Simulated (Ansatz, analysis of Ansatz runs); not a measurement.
# An added electron started on Fe in FePO4 (P6_422), part 2 of 2

Aim: the energy barrier that a trapped electron meets when it moves from one Fe atom to another one nearby in FePO4 (P6_422). The model is a cell of 72 host atoms.

Ansatz 0.2.0; plane-wave PAW DFT, PBEsol+U; relaxation of all atoms of a supercell at fixed charge in a uniform background; PAW set soft_1.

So far. Step 2 (The cell without the carrier): The largest displacement from an ideal site is 0.249 Å. The cell has lost symmetry on the way: at this sampling the host distorts without any carrier, the carrier can change that, and the distances below mix its own distortion with the host's.

## (3) The electron on the first site

The nearest neighbour or neighbours of the site start displaced and the site's starting moment is changed by the carrier's spin, since a carrier doesn't trap itself in the undistorted lattice.

File A.relax/input.yaml:

```yaml
crystal:
  lattice:
    - [10.68583565, -6.0e-08, 0.0]
    - [-5.34291777, 9.25420516, 0.0]
    - [0.0, 0.0, 11.7699588]
  atoms:
    - { symbol: Fe, position: [0.000227, 0.241597, 0.833802], spin: 5.0 }
    - { symbol: Fe, position: [0.25728, 0.258228, 0.166833], spin: 5.0 }
    - { symbol: Fe, position: [0.240827, -0.000933, 0.500338], spin: 5.0 }
    - { symbol: P, position: [-0.001327, 0.241928, 0.333405] }
    - { symbol: P, position: [0.257119, 0.25689, 0.666871] }
    - { symbol: P, position: [0.2427, 0.000619, 0.000186] }
    - { symbol: O, position: [0.288514, 0.424054, 0.088152] }
    - { symbol: O, position: [0.075441, 0.364237, 0.421328] }
    - { symbol: O, position: [0.134842, 0.210645, 0.75493] }
    - { symbol: O, position: [0.397722, 0.287219, 0.727079] }
    - { symbol: O, position: [0.210521, 0.134114, 0.579228] }
    - { symbol: O, position: [0.212103, 0.110597, 0.060614] }
    - { symbol: O, position: [0.28691, 0.39711, 0.606283] }
    - { symbol: O, position: [0.422026, 0.288217, 0.24642] }
    - { symbol: O, position: [0.366023, 0.077292, 0.91306] }
    - { symbol: O, position: [0.10238, 0.390147, 0.939379] }
    - { symbol: O, position: [0.108449, 0.211788, 0.272139] }
    - { symbol: O, position: [0.388573, 0.101037, 0.394118] }
    - { symbol: Fe, position: [0.000403, 0.74186, 0.833734], spin: 5.0 }
    - { symbol: Fe, position: [0.257313, 0.758142, 0.166759], spin: 5.0 }
    - { symbol: Fe, position: [0.240821, 0.499087, 0.500275], spin: 5.0 }
    - { symbol: P, position: [-0.001173, 0.741919, 0.333394] }
    - { symbol: P, position: [0.257236, 0.756955, 0.666885] }
    - { symbol: P, position: [0.242476, 0.500382, 0.000198] }
    - { symbol: O, position: [0.288335, 0.923901, 0.088089] }
    - { symbol: O, position: [0.075491, 0.864134, 0.421399] }
    - { symbol: O, position: [0.134859, 0.710654, 0.754858] }
    - { symbol: O, position: [0.397792, 0.787253, 0.727169] }
    - { symbol: O, position: [0.210715, 0.634253, 0.579183] }
    - { symbol: O, position: [0.211958, 0.610488, 0.060506] }
    - { symbol: O, position: [0.287089, 0.897221, 0.606343] }
    - { symbol: O, position: [0.422116, 0.788045, 0.24623] }
    - { symbol: O, position: [0.365462, 0.576817, 0.912762] }
    - { symbol: O, position: [0.102784, 0.890734, 0.938987] }
    - { symbol: O, position: [0.108668, 0.711757, 0.272246] }
    - { symbol: O, position: [0.388681, 0.601056, 0.394118] }
    - { symbol: Fe, position: [0.500259, 0.242224, 0.83335], spin: 5.0 }
    - { symbol: Fe, position: [0.756957, 0.257959, 0.166815], spin: 5.0 }
    - { symbol: Fe, position: [0.741182, -0.001572, 0.500059], spin: 5.0 }
    - { symbol: P, position: [0.4986, 0.24144, 0.33353] }
    - { symbol: P, position: [0.757644, 0.256395, 0.666819] }
    - { symbol: P, position: [0.742097, 0.000236, 0.000203] }
    - { symbol: O, position: [0.787296, 0.423442, 0.088171] }
    - { symbol: O, position: [0.565443, 0.3562, 0.415371] }
    - { symbol: O, position: [0.635297, 0.211942, 0.754506] }
    - { symbol: O, position: [0.897986, 0.287037, 0.727635] }
    - { symbol: O, position: [0.710543, 0.132167, 0.580504] }
    - { symbol: O, position: [0.711851, 0.110573, 0.060406] }
    - { symbol: O, position: [0.790853, 0.388264, 0.610573] }
    - { symbol: O, position: [0.922035, 0.288671, 0.24632] }
    - { symbol: O, position: [0.865378, 0.076466, 0.912987] }
    - { symbol: O, position: [0.6023, 0.39102, 0.93874] }
    - { symbol: O, position: [0.608209, 0.211024, 0.272296] }
    - { symbol: O, position: [0.88866, 0.101418, 0.393867] }
    - { symbol: Fe, position: [0.5001, 0.741928, 0.833427], spin: 5.0 }
    - { symbol: Fe, position: [0.757177, 0.758119, 0.166936], spin: 5.0 }
    - { symbol: Fe, position: [0.741287, 0.498436, 0.500032], spin: 4.0 }
    - { symbol: P, position: [0.498677, 0.741488, 0.333533] }
    - { symbol: P, position: [0.757514, 0.756276, 0.66684] }
    - { symbol: P, position: [0.742209, 0.50049, 0.000169] }
    - { symbol: O, position: [0.787613, 0.923652, 0.08831] }
    - { symbol: O, position: [0.575401, 0.86403, 0.421273] }
    - { symbol: O, position: [0.635197, 0.711717, 0.754581] }
    - { symbol: O, position: [0.897938, 0.787062, 0.727597] }
    - { symbol: O, position: [0.708068, 0.639739, 0.586466] }
    - { symbol: O, position: [0.711899, 0.61069, 0.060536] }
    - { symbol: O, position: [0.788071, 0.895749, 0.604656] }
    - { symbol: O, position: [0.922409, 0.788797, 0.246205] }
    - { symbol: O, position: [0.865816, 0.576949, 0.91325] }
    - { symbol: O, position: [0.602035, 0.890361, 0.939146] }
    - { symbol: O, position: [0.608534, 0.711226, 0.272527] }
    - { symbol: O, position: [0.898744, 0.609058, 0.387784] }
total_charge: -1
basis:
  ecutwfc: 420
  xc_grid: 2
hamiltonian:
  xc: pbesol
  hubbard:
    sites: [{ species: Fe, l: d, u_eff: 5.0 }]
    projectors: ortho-atomic
  pseudopotentials: { kind: paw, azcp: { folder: soft_1 }, xc_functional: pbe }
kpoints:
  mp_grid: { grid: [1, 1, 1] }
magnetization:
  spin_polarized: true
  initial_magnetization: 59
  spin_locking: { lock_magnetization: hard }
scf:
  occupations: { method: fermi_dirac, width: 0.01 }
  max_iter: 120
  lower_state_search: "off"
output:
  forces: true
relax:
  f_tol: 0.015
  max_steps: 70
  escape_saddle: false
checkpoint:
  write: "../A.relax.run"
  compress: false
  write_wavefunctions: true
  write_every: 100000
```

On the command line:

```bash
$ ansatz run input.yaml --threads 8 --pin off --max-ram 18841MiB --backend cpu --events-out ev --progress --plain --runs-dir out
```

Numbers of over 12 decimals in the logs are rounded to 6 here.

What it wrote:

```text
[...]
Crystal: 72 atoms, lattice volume = 1163.918 Å³
Basis set: ecut = 420 eV, 22761 PW (Γ), exchange–correlation on 144×144×160 points (8 copies of the dense FFT grid, shifted against one another)
Bands: 372, of which v1, the nominal top of the filled ones, is band 271 counted from 1 (270 counted from 0)
Symmetry: 1 space group operations
[...]
k-points: 1
[...]
Starting moments: Σ|m| = 59 μB on 12 of 72 sites
[...]
SCF iter   1: F=—  HF=-89187.423001 eV  |F-HF|=—  |Δ(HF+E_count)|=         —  Δρ=9.40e-2 (↑4.53e-2 ↓9.40e-2)  dr2=1.91e2  dr2_m=2.21e1  M=59.000 μB ∫|m|=59.000 μB  β_m=0.30  ethr=3.10e-3  ⟨swp⟩=6.0  Hψ=3100  notcnv=0  defer=108
[...]
SCF iter  31: F=-89168.102746 eV  HF=-89168.102745 eV  |F-HF|=1.00e-6  |Δ(HF+E_count)|=   2.64e-5  Δρ=9.52e-6 (↑4.68e-6 ↓9.52e-6)  dr2=4.27e-7  dr2_m=3.87e-7  M=59.000 μB ∫|m|=59.098 μB  ethr=7.41e-10  ⟨swp⟩=5.5  Hψ=2398  notcnv=0
SCF 1 converged in 31 iterations: F = -89168.102746 eV  dr2 = 4.27e-7
[...]
relax step   1: F+E_penalty+E_count = -89168.10274583 eV  Δ(F+E_penalty+E_count) = +0.000e0 eV  max|allowed force component| = 4.297e0 eV/Å  Δτ_max = 0.0000 Å  (31 SCF iters, dr2 threshold 5.63e-6 eV, accepted)
[...]
relax step   2: F+E_penalty+E_count = -89168.71515907 eV  Δ(F+E_penalty+E_count) = -6.124e-1 eV  max|allowed force component| = 2.118e0 eV/Å  Δτ_max = 0.0298 Å  (6 SCF iters, dr2 threshold 1.00e-4 eV, accepted)
relax step   3: F+E_penalty+E_count = -89168.95009876 eV  Δ(F+E_penalty+E_count) = -2.349e-1 eV  max|allowed force component| = 5.290e-1 eV/Å  Δτ_max = 0.1171 Å  (14 SCF iters, dr2 threshold 1.00e-4 eV, accepted)
relax step   4: F+E_penalty+E_count = -89169.01993350 eV  Δ(F+E_penalty+E_count) = -6.983e-2 eV  max|allowed force component| = 8.664e-2 eV/Å  Δτ_max = 0.0371 Å  (7 SCF iters, dr2 threshold 1.75e-5 eV, accepted)
relax step   5: F+E_penalty+E_count = -89169.01963989 eV  Δ(F+E_penalty+E_count) = +2.936e-4 eV  max|allowed force component| = 6.665e-1 eV/Å  Δτ_max = 0.0710 Å  (17 SCF iters, dr2 threshold 4.69e-7 eV, rejected (line search))
relax step   6: F+E_penalty+E_count = -89169.03978970 eV  Δ(F+E_penalty+E_count) = -1.986e-2 eV  max|allowed force component| = 8.483e-2 eV/Å  Δτ_max = 0.0344 Å  (16 SCF iters, accepted)
relax step   7: F+E_penalty+E_count = -89169.03682921 eV  Δ(F+E_penalty+E_count) = +2.960e-3 eV  max|allowed force component| = 1.390e-1 eV/Å  Δτ_max = 0.1000 Å  (20 SCF iters, dr2 threshold 4.50e-7 eV, rejected (line search))
relax step   8: F+E_penalty+E_count = -89169.05119476 eV  Δ(F+E_penalty+E_count) = -1.141e-2 eV  max|allowed force component| = 7.209e-2 eV/Å  Δτ_max = 0.0481 Å  (15 SCF iters, accepted)
relax step   9: F+E_penalty+E_count = -89169.05311228 eV  Δ(F+E_penalty+E_count) = -1.918e-3 eV  max|allowed force component| = 1.615e-1 eV/Å  Δτ_max = 0.0500 Å  (13 SCF iters, dr2 threshold 3.75e-6 eV, accepted)
relax step  10: F+E_penalty+E_count = -89169.05503207 eV  Δ(F+E_penalty+E_count) = -1.920e-3 eV  max|allowed force component| = 6.998e-2 eV/Å  Δτ_max = 0.0212 Å  (6 SCF iters, dr2 threshold 1.88e-5 eV, accepted)
relax step  11: F+E_penalty+E_count = -89169.05643000 eV  Δ(F+E_penalty+E_count) = -1.398e-3 eV  max|allowed force component| = 3.854e-2 eV/Å  Δτ_max = 0.0087 Å  (10 SCF iters, dr2 threshold 9.20e-7 eV, accepted)
relax step  12: F+E_penalty+E_count = -89169.05645893 eV  Δ(F+E_penalty+E_count) = -2.893e-5 eV  max|allowed force component| = 7.279e-2 eV/Å  Δτ_max = 0.0247 Å  (18 SCF iters, dr2 threshold 2.79e-7 eV, accepted)
relax step  13: F+E_penalty+E_count = -89169.05723528 eV  Δ(F+E_penalty+E_count) = -7.763e-4 eV  max|allowed force component| = 1.945e-2 eV/Å  Δτ_max = 0.0059 Å  (6 SCF iters, dr2 threshold 1.61e-6 eV, accepted)
SCF iter   1: F=—  HF=-89169.055927 eV  |F-HF|=—  |Δ(HF+E_count)|=         —  Δρ=1.36e-4 (↑1.24e-4 ↓1.36e-4)  dr2=2.22e-4  dr2_m=6.87e-5  M=59.000 μB ∫|m|=59.096 μB  β_m=0.30  ethr=5.13e-7  ⟨swp⟩=5.0  Hψ=1799  notcnv=0  defer=138
[...]
SCF iter  17: F=-89169.057364 eV  HF=-89169.057364 eV  |F-HF|=1.14e-9  |Δ(HF+E_count)|=   3.79e-7  Δρ=1.73e-6 (↑1.02e-6 ↓1.73e-6)  dr2=8.65e-8  dr2_m=3.10e-9  M=59.000 μB ∫|m|=59.096 μB  ethr=1.85e-11  ⟨swp⟩=3.0  Hψ=3114  notcnv=0
SCF 14 converged in 17 iterations: F = -89169.057364 eV  dr2 = 8.65e-8
relax step  14: F+E_penalty+E_count = -89169.05736428 eV  Δ(F+E_penalty+E_count) = -1.290e-4 eV  max|allowed force component| = 1.082e-2 eV/Å  Δτ_max = 0.0030 Å  (17 SCF iters, accepted)
NSCF: frozen V_eff on 1 k-points
[...]
SCF converged after 17 iterations
Stability checked in part: among states of this total moment the steps that led to this state did not find it unstable. No probe was made; neither looks for a lower state of another moment (fixed_total_moment; see scf.lower_state_search)
Magnetization: 59.0000 μB (300.0000 up, 241.0000 down)
Absolute magnetization: 59.0957 μB (∫|ρ↑−ρ↓|, with the PAW one-centre terms)
[...]
Per-site moments (μB) at R_I (Å): [(3.781994, 0.765869), (3.778448, 0.765739), (3.785621, 0.770005), [... 69 left out ...]
Free energy (F): -89169.057364 eV
[...]
Internal energy: -89169.057364 eV  (E = F + TS)
E sigma→0 (E₀):  -89169.057364 eV
Fermi energy:    3.562366 (↑ 4.381711, ↓ 3.562366) eV
[...]
--- Forces (eV/Å), atoms counted from 1 ---
  atom   1  Fe    -0.00023443     0.00182000     0.00130884
  atom   2  Fe     0.00000379     0.00178395     0.00214851
  [... 11 atoms left out ...]
  atom  14  O      0.00196625    -0.00093761     0.00154860
  [... 23 atoms left out ...]
  atom  38  Fe    -0.00105177     0.00021798     0.00012870
  [... 1 atom left out ...]
  atom  40  P     -0.00239371     0.00253618    -0.00092334
  [... 2 atoms left out ...]
  atom  43  O     -0.00296445     0.00196887    -0.00341569
  atom  44  O      0.00030916     0.00062433     0.00251059
  [... 4 atoms left out ...]
  atom  49  O     -0.00200821     0.00127224    -0.00070348
  atom  50  O     -0.00098145    -0.00010198     0.00203905
  [... 2 atoms left out ...]
  atom  53  O     -0.00026147    -0.00177719    -0.00277550
  [... 3 atoms left out ...]
  atom  57  Fe     0.00007990    -0.00275253    -0.00577331
  [... 14 atoms left out ...]
  atom  72  O     -0.00464355    -0.00153630     0.00447066
  max |Σ_I F_I| component: 8.63e-5 eV/Å
--- Band table (eV) ---
[...]
Occupation matrices written to <dir>
--- Relaxed structure (14 steps of the walk, 12 accepted, 0 SCFs on fresh bases) ---
  F+E_penalty+E_count = -89169.05736428 eV   max|allowed force component| = 1.082e-2 eV/Å
  atoms:
    - { symbol: Fe, position: [0.002248, 0.239082, 0.833018] }
    - { symbol: Fe, position: [0.253971, 0.252766, 0.164686] }
    [... 11 atoms left out ...]
    - { symbol: O, position: [0.418792, 0.283942, 0.241611] }
    [... 23 atoms left out ...]
    - { symbol: Fe, position: [0.755394, 0.259920, 0.170917] }
    [... 1 atom left out ...]
    - { symbol: P, position: [0.490469, 0.235753, 0.333866] }
    [... 2 atoms left out ...]
    - { symbol: O, position: [0.787341, 0.423775, 0.088204] }
    - { symbol: O, position: [0.554633, 0.347331, 0.427038] }
    [... 4 atoms left out ...]
    - { symbol: O, position: [0.790260, 0.402378, 0.618539] }
    - { symbol: O, position: [0.920912, 0.289494, 0.249638] }
    [... 2 atoms left out ...]
    - { symbol: O, position: [0.604732, 0.209572, 0.273258] }
    [... 3 atoms left out ...]
    - { symbol: Fe, position: [0.735483, 0.499705, 0.500350] }
    [... 14 atoms left out ...]
    - { symbol: O, position: [0.887257, 0.596590, 0.381713] }
```

Elapsed: 4.1 min, on 8 threads of Arm Neoverse V2, shared host; peak memory 2.6 GiB; 31 min of CPU time.

Relaxation path:

| step | energy less that of the first step (eV) | largest force component (eV/Å) |
| --- | --- | --- |
| 1 | 0.0000 | 4.2969 |
| 2 | -0.6124 | 2.1185 |
| 3 | -0.8474 | 0.5290 |
| 4 | -0.9172 | 0.0866 |
| 5 | -0.9169 | 0.6665 |
| 6 | -0.9370 | 0.0848 |
| 7 | -0.9341 | 0.1390 |
| 8 | -0.9484 | 0.0721 |
| 9 | -0.9504 | 0.1615 |
| 10 | -0.9523 | 0.0700 |
| 11 | -0.9537 | 0.0385 |
| 12 | -0.9537 | 0.0728 |
| 13 | -0.9545 | 0.0194 |
| 14 | -0.9546 | 0.0108 |

Relaxation steps 5, 7 were tried and not accepted.

The atoms that moved most (Å):

| atom | dx | dy | dz | length |
| --- | --- | --- | --- | --- |
| O67 | -0.095 | 0.157 | 0.166 | 0.248 |
| O18 | -0.076 | -0.133 | -0.147 | 0.212 |
| O65 | -0.080 | 0.113 | -0.155 | 0.208 |
| O49 | -0.082 | 0.131 | 0.094 | 0.180 |
| O44 | -0.068 | -0.082 | 0.137 | 0.174 |
| O72 | -0.056 | -0.115 | -0.071 | 0.147 |
| O68 | 0.083 | 0.042 | -0.087 | 0.128 |
| O45 | 0.071 | -0.058 | 0.083 | 0.123 |

The moves above count from the input, in which the site's nearest neighbours were already displaced; the distances below compare with the cell without the carrier.

Distances from Fe57 without and with the electron:

| atom | without (Å) | with (Å) |
| --- | --- | --- |
| O65 | 1.87 | 1.99 |
| O44 | 1.88 | 2.00 |
| O49 | 1.88 | 1.99 |
| O72 | 1.88 | 1.99 |

The largest changes of the moments are -0.45 μB on Fe57, -0.08 μB on O65 and -0.08 μB on O44. The largest part sits on the chosen site.

## (4) Summary of results

```yaml
size_of_the_moment_change_on_that_site: 0.45 μB
```

**Reading.** The electron stays on Fe57, which changes its moment by 0.45 μB, several times more than any other atom. The script's own test asked for a larger share of all changes on that atom and stopped the study, so no hop was computed. The search for lower electronic states was switched off. The magnetic order was assumed and need not be the ground state. Keep in mind: sampling at the zone centre alone can move energies of charged and open-shell states by tenths of an eV or more in cells of this size; gap and trapping depend on the U chosen (Fe d 5.0 eV).

[Logs are printed without paths, hosts, clocks, repeated set-up lines and the standing remarks that a program may print on its own settings, such as how far it seeks lower states.]

[Hosts, paths, dates, database ids (printed as entryN), source tags and the programs' standing remarks are cut or masked in the printed files.]
